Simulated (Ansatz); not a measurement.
# Li on Ta(110): change of the work function, part 4 of 4

Wanted: Δφ(θ) for Li/Ta(110), starting from the hollow site.

Ansatz 0.2.0; plane-wave DFT, PBE, Ansatz PAW.

So far, work function, upper face (eV): step 2 (the clean slab) 4.77; step 3 (37 atoms, coverage 0.111 ML, cell 3x3) 3.56; step 4 (17 atoms, coverage 0.25 ML, cell 2x2) 2.56.

**5. The covered slab, k-mesh 6×6×1, coverage 0.5 ML**

System of this step: Li/Ta(110). The cell holds 18 atoms: 16 Ta and 2 Li. Cell: a = 5.733 Å, b = 5.733 Å, c = 27.557 Å, α = 90.0°, β = 90.0°, γ = 70.5°. Vacuum lies along c.

Another coverage, to see how the dipoles act on each other as their distance changes.

input.yaml reads:

```yaml
crystal:
  lattice:
    - [4.6810468914, -3.31, 0.0]
    - [4.6810468914, 3.31, 0.0]
    - [0.0, 0.0, 27.5573286585]
  atoms:
    - { symbol: Ta, position: [0.0, 0.0, 0.3265918882] }
    - { symbol: Ta, position: [0.25, 0.25, 0.4115247739] }
    - { symbol: Ta, position: [0.0, 0.0, 0.4965446861] }
    - { symbol: Ta, position: [0.25, 0.25, 0.5781691423] }
    - { symbol: Ta, position: [0.0, 0.5, 0.3265918882] }
    - { symbol: Ta, position: [0.25, 0.75, 0.4115247739] }
    - { symbol: Ta, position: [0.0, 0.5, 0.4965446861] }
    - { symbol: Ta, position: [0.25, 0.75, 0.5781691423] }
    - { symbol: Ta, position: [0.5, 0.0, 0.3265918882] }
    - { symbol: Ta, position: [0.75, 0.25, 0.4115247739] }
    - { symbol: Ta, position: [0.5, 0.0, 0.4965446861] }
    - { symbol: Ta, position: [0.75, 0.25, 0.5781691423] }
    - { symbol: Ta, position: [0.5, 0.5, 0.3265918882] }
    - { symbol: Ta, position: [0.75, 0.75, 0.4115247739] }
    - { symbol: Ta, position: [0.5, 0.5, 0.4965446861] }
    - { symbol: Ta, position: [0.75, 0.75, 0.5781691423] }
    - { symbol: Li, position: [0.42, 0.42, 0.6734081118] }
    - { symbol: Li, position: [0.92, 0.42, 0.6734081118] }
kpoints:
  mp_grid: { grid: [6, 6, 1] }
hamiltonian:
  xc: pbe
scf:
  occupations: { method: fermi_dirac, width: 0.1 }
  convergence: { dr2_threshold: 1.0e-08 }
efield:
  axis: 3
  dipole_correction: true
  ramp_position: 0.97
  ramp_width: 0.06
relax:
  f_tol: 0.02
  max_steps: 60
  constraints: [{ sites: [0, 1, 4, 5, 8, 9, 12, 13] }]
output:
  dos: { projected: true, e_range: [-8, 4] }
  write_potential: true
  write_density: true
  volumetric_format: npy
  elf: true
```

Run with:

```sh
$ ansatz run input.yaml --threads 4 --pin off --max-ram 16384MiB --backend cpu --events-out ev --progress --plain --runs-dir out
```

Numbers of over 12 decimals in the logs are rounded to 6 here.

What it wrote:

```text
[...]
Crystal: 18 atoms, lattice volume = 853.961 Å³
Basis set: ecut = 420 eV, 16725 PW (Γ), exchange–correlation on 80×80×384 points (8 copies of the dense FFT grid, shifted against one another)
Bands: 129, of which v1, the nominal top of the filled ones, is band 107 counted from 1 (106 counted from 0)
Symmetry: 2 space group operations
[...]
- { symbol: Ta, position: [0.235206, 0.753279, 0.579791] }
[...]
- { symbol: Ta, position: [0.5, 0.5, 0.326592] }
    - { symbol: Ta, position: [0.75, 0.75, 0.411525] }
    - { symbol: Ta, position: [0.500042, 0.499900, 0.497004] }
    - { symbol: Ta, position: [0.735206, 0.753279, 0.579791] }
    - { symbol: Li, position: [0.499429, 0.499203, 0.663819] }
    - { symbol: Li, position: [0.999429, 0.499203, 0.663819] }
[key lines of the parts left out:]
SCF converged after 7 iterations
Free energy (F): -159317.451062 eV
Fermi energy:    4.319907 eV
Dipole field:    D = 0.089185 V/Å  (p = 0.420888 e·Å, saw-weighted, corrected)
Work function:   Φ+ = 2.3170 eV   Φ− = 4.7747 eV
```

Run time: 9.6 min. Hardware: 4 threads of Arm Neoverse V1, shared host; peak memory 3.5 GiB; 38 min of CPU time.

The steps of the relaxation:

```
step  energy less that of the first step (eV)  largest force component (eV/Å)
   1                                   0.0000                          0.5192
   2                                  -0.1490                          0.2767
   3                                  -0.2045                          0.0656
   4                                  -0.2237                          0.0970
   5                                  -0.2339                          0.0802
   6                                  -0.2391                          0.0204
   7                                  -0.2404                          0.0177
   8                                  -0.2406                          0.0071
```

The run keeps the 2 symmetry operations that it works with, so distortions that break them were not tested.

The atoms that moved most (Å):

```csv
atom,dx,dy,dz,length
Li18,0.743,-0.001,-0.264,0.788
Li17,0.743,-0.001,-0.264,0.788
Ta8,-0.054,0.060,0.045,0.092
Ta16,-0.054,0.060,0.045,0.092
Ta4,0.051,-0.061,0.045,0.091
Ta12,0.051,-0.061,0.045,0.091
Ta11,0.000,0.000,-0.018,0.018
Ta3,0.000,0.000,-0.018,0.018
```

The relaxed structure:

```
Ta Li
1.0
     4.68105   -3.31000    0.00000
     4.68105    3.31000    0.00000
     0.00000    0.00000   27.55733
Ta Li
16 2
Cartesian
  0.0000 0.0000 9.0000
  2.3405 0.0000 11.3405
  -0.0004 -0.0001 13.6657
  2.3917 -0.0609 15.9777
  2.3405 1.6550 9.0000
  4.6810 1.6550 11.3405
  2.3402 1.6545 13.6961
  4.6271 1.7148 15.9775
  2.3405 -1.6550 9.0000
  4.6810 -1.6550 11.3405
  2.3401 -1.6551 13.6657
  4.7323 -1.7159 15.9777
  4.6810 0.0000 9.0000
  7.0216 0.0000 11.3405
  4.6808 -0.0005 13.6961
  6.9677 0.0598 15.9775
  4.6746 -0.0007 18.2931
  7.0152 -1.6557 18.2931
```

The density of states has structure finer than the step of the table below, so its rows give means over 0.25 eV, whole bins alone (the curve runs from -8 to 1.83 eV). Peaks (eV: height): -2.950: 19.8, -1.710: 26.2, -1.470: 41.0, -1.320: 34.2, -1.020: 35.4, -0.720: 30.3, -0.300: 33.5.

Density of states against energy, zero at the Fermi level; means over each step:

energy (eV), density of states (states/eV a cell) and a bar:
```
    -7.75        0.0 
    -7.50        0.2 
    -7.25        0.9 #
    -7.00        0.9 #
    -6.75        0.9 #
    -6.50        1.0 #
    -6.25        1.8 ##
    -6.00        2.3 ##
    -5.75        2.5 ##
    -5.50        2.4 ##
    -5.25        1.5 #
    -5.00        3.7 ###
    -4.75        4.3 ####
    -4.50        5.1 #####
    -4.25        6.6 ######
    -4.00       10.4 ##########
    -3.75       10.9 ##########
    -3.50       10.2 ##########
    -3.25       14.5 ##############
    -3.00       17.9 #################
    -2.75       15.2 ##############
    -2.50       10.9 ##########
    -2.25       10.3 ##########
    -2.00        7.9 #######
    -1.75       12.5 ############
    -1.50       31.8 ##############################
    -1.25       29.7 ############################
    -1.00       25.1 ########################
    -0.75       24.7 #######################
    -0.50       22.4 #####################
    -0.25       28.8 ###########################
     0.00       23.0 ######################
     0.25       17.8 #################
     0.50       14.7 ##############
     0.75       14.8 ##############
     1.00       14.8 ##############
     1.25       10.7 ##########
     1.50       11.8 ###########
```

The relaxation took 8 steps and lowered the energy by 0.24 eV; the largest force on the free atoms ends at 0.0071 eV/Å.

The covered face has 2.32 eV, -2.45 eV against the clean one; the bare back face has moved by -0.04 eV, a measure of how thin the slab is.

**6. The covered slab, k-mesh 12×12×1, coverage 1 ML**

System of this step: Li/Ta(110). The cell holds 5 atoms: 4 Ta and 1 Li. Cell: a = 2.867 Å, b = 2.867 Å, c = 27.557 Å, α = 90.0°, β = 90.0°, γ = 70.5°. Vacuum lies along c.

Another coverage, to see how the dipoles act on each other as their distance changes.

input.yaml, the sections that differ from step 5:

```yaml
crystal:
  lattice:
    - [2.3405234457, -1.655, 0.0]
    - [2.3405234457, 1.655, 0.0]
    - [0.0, 0.0, 27.5573286585]
  atoms:
    - { symbol: Ta, position: [0.0, 0.0, 0.3265918882] }
    - { symbol: Ta, position: [0.5, 0.5, 0.4115247739] }
    - { symbol: Ta, position: [0.0, 0.0, 0.4965446861] }
    - { symbol: Ta, position: [0.5, 0.5, 0.5781691423] }
    - { symbol: Li, position: [0.84, 0.84, 0.6734081118] }
kpoints:
  mp_grid: { grid: [12, 12, 1] }
relax:
  f_tol: 0.02
  max_steps: 60
  constraints: [{ sites: [0, 1] }]
output:
  write_potential: true
  write_density: true
  volumetric_format: npy
# hamiltonian, scf, efield: as in step 5
```

What it wrote:

```text
[...]
Crystal: 5 atoms, lattice volume = 213.490 Å³
Basis set: ecut = 420 eV, 4179 PW (Γ), exchange–correlation on 40×40×384 points (8 copies of the dense FFT grid, shifted against one another)
Bands: 33, of which v1, the nominal top of the filled ones, is band 28 counted from 1 (27 counted from 0)
Symmetry: 2 space group operations
[...]
F+E_penalty+E_count = -39931.91815580 eV   max|allowed force component| = 5.779e-3 eV/Å
  atoms:
    - { symbol: Ta, position: [0.0, 0.0, 0.326592] }
    - { symbol: Ta, position: [0.5, 0.5, 0.411525] }
    - { symbol: Ta, position: [-7.443043610172941e-5, -7.443043610172939e-5, 0.496527] }
    - { symbol: Ta, position: [0.499488, 0.499488, 0.579592] }
    - { symbol: Li, position: [0.998912, 0.998912, 0.666377] }
[key lines of the parts left out:]
SCF converged after 8 iterations
Free energy (F): -39931.918156 eV
Fermi energy:    4.253626 eV
Dipole field:    D = 0.055363 V/Å  (p = 0.065319 e·Å, saw-weighted, corrected)
Work function:   Φ+ = 3.2664 eV   Φ− = 4.7921 eV
```

Run time: 45 s. Hardware: 4 threads; peak memory 0.62 GiB.

The steps of the relaxation:

| step | energy less that of the first step (eV) | largest force component (eV/Å) |
| --- | --- | --- |
| 1 | 0.0000 | 0.4364 |
| 2 | -0.0362 | 0.3443 |
| 3 | -0.0608 | 0.0876 |
| 4 | -0.0696 | 0.0227 |
| 5 | -0.0721 | 0.0156 |
| 6 | -0.0723 | 0.0058 |

The run keeps the 2 symmetry operations that it works with, so distortions that break them were not tested.

The atoms that moved most (Å):

```
atom      dx     dy      dz  length
 Li5   0.744  0.000  -0.194   0.769
 Ta4  -0.002  0.000   0.039   0.039
```

Final coordinates:

```
Ta Li
1.0
     2.34052   -1.65500    0.00000
     2.34052    1.65500    0.00000
     0.00000    0.00000   27.55733
Ta Li
4 1
Direct
  0.00000 0.00000 0.32659
  0.50000 0.50000 0.41152
  0.99993 0.99993 0.49653
  0.49949 0.49949 0.57959
  0.99891 0.99891 0.66638
```

Running mean over 2.341 Å of the planar mean; the ramp of the sawtooth is left out. Electron's electrostatic potential energy less the Fermi level against z:

| z (Å) | electron's electrostatic potential energy less the Fermi level (eV) |
| --- | --- |
| 3.5 | 4.79 |
| 4.0 | 4.79 |
| 4.5 | 4.79 |
| 5.0 | 4.77 |
| 5.5 | 4.73 |
| 6.0 | 4.60 |
| 6.5 | 4.19 |
| 7.0 | 2.95 |
| 7.5 | -0.259 |
| 8.0 | -5.20 |
| 8.5 | -8.90 |
| 9.0 | -10.1 |
| 9.5 | -10.1 |
| 10.0 | -10.0 |
| 10.5 | -10.00 |
| 11.0 | -9.98 |
| 11.5 | -9.98 |
| 12.0 | -9.97 |
| 12.5 | -9.96 |
| 13.0 | -9.97 |
| 13.5 | -10.0 |
| 14.0 | -10.2 |
| 14.5 | -10.4 |
| 15.0 | -10.5 |
| 15.5 | -10.3 |
| 16.0 | -10.1 |
| 16.5 | -9.01 |
| 17.0 | -6.37 |
| 17.5 | -3.40 |
| 18.0 | -1.72 |
| 18.5 | -1.28 |
| 19.0 | -0.923 |
| 19.5 | 0.328 |
| 20.0 | 1.84 |
| 20.5 | 2.63 |
| 21.0 | 2.99 |
| 21.5 | 3.15 |
| 22.0 | 3.22 |
| 22.5 | 3.25 |
| 23.0 | 3.26 |
| 23.5 | 3.26 |
| 24.0 | 3.26 |

The relaxation took 6 steps and lowered the energy by 0.072 eV; the largest force on the free atoms ends at 0.0058 eV/Å.

The covered face has 3.27 eV, -1.50 eV against the clean one; the bare back face has moved by -0.03 eV, a measure of how thin the slab is.

**7. Work function against coverage**

This step: plane-wave DFT, PBE, Ansatz PAW; work function against coverage (Ansatz 0.2.0).

The runs are now put side by side.

This step gave:

- work function of the clean face: 4.767 eV
- largest change of the work function: -2.450 eV

The work function of the covered face by coverage:

| coverage (adsorbates/nm²) | work function of the covered face (eV) |
| --- | --- |
| 0.00 | 4.77 |
| 1.43 | 3.56 |
| 3.23 | 2.56 |
| 6.45 | 2.32 |
| 12.91 | 3.27 |

The dipole per adsorbate comes from the change of the cell's dipole. Coverage, by row:

| coverage (1/nm²) | coverage (ML) | work function (eV) | change (eV) | dipole per adsorbate, positive end outwards (debye) | mean height of the added atoms over the highest substrate atom (Å) |
| --- | --- | --- | --- | --- | --- |
| 1.434 | 0.1111 | 3.561 | -1.205 | 2.208 | 2.441 |
| 3.227 | 0.25 | 2.556 | -2.211 | 1.795 | 2.373 |
| 6.454 | 0.5 | 2.317 | -2.45 | 0.99 | 2.315 |
| 12.91 | 1 | 3.266 | -1.5 | 0.303 | 2.392 |

**8. What came out**

```json
{
 "work function of the clean face": "4.77 eV",
 "work function at 0.11 ML": "3.56 eV",
 "work function at 0.25 ML": "2.56 eV",
 "work function at 0.5 ML": "2.32 eV",
 "work function at 1 ML": "3.27 eV",
 "dipole per adsorbate at 0.11 ML, positive end outwards": "2.21 D"
}
```

In words: Li lowers the work function of Ta(110) at the lowest coverage, by 1.21 eV: the adsorbate layer has its positive end outwards. The dipole per adsorbate falls from 2.21 to 0.30 D as the layer fills. Neighbouring dipoles depolarise each other, and heights and bonding change with coverage too. The work function passes a minimum near 0.5 ML among the coverages run and rises again. The slab has 4 layers, at the tabulated experimental lattice constant, one starting site was run, and quantum-size effects of a slab this thin can reach one or two tenths of an eV.

[Logs are printed without paths, hosts, clocks, repeated set-up lines and the standing remarks that a program may print on its own settings, such as how far it seeks lower states.]

[Hosts, paths, dates, database ids (printed as entryN), source tags and the programs' standing remarks are cut or masked in the printed files.]

[Maps of the electrostatic potential energy from Ansatz leave out the sawtooth potential of an applied field or a dipole correction, so their vacuum need not be flat; planar profiles and work functions include it.]
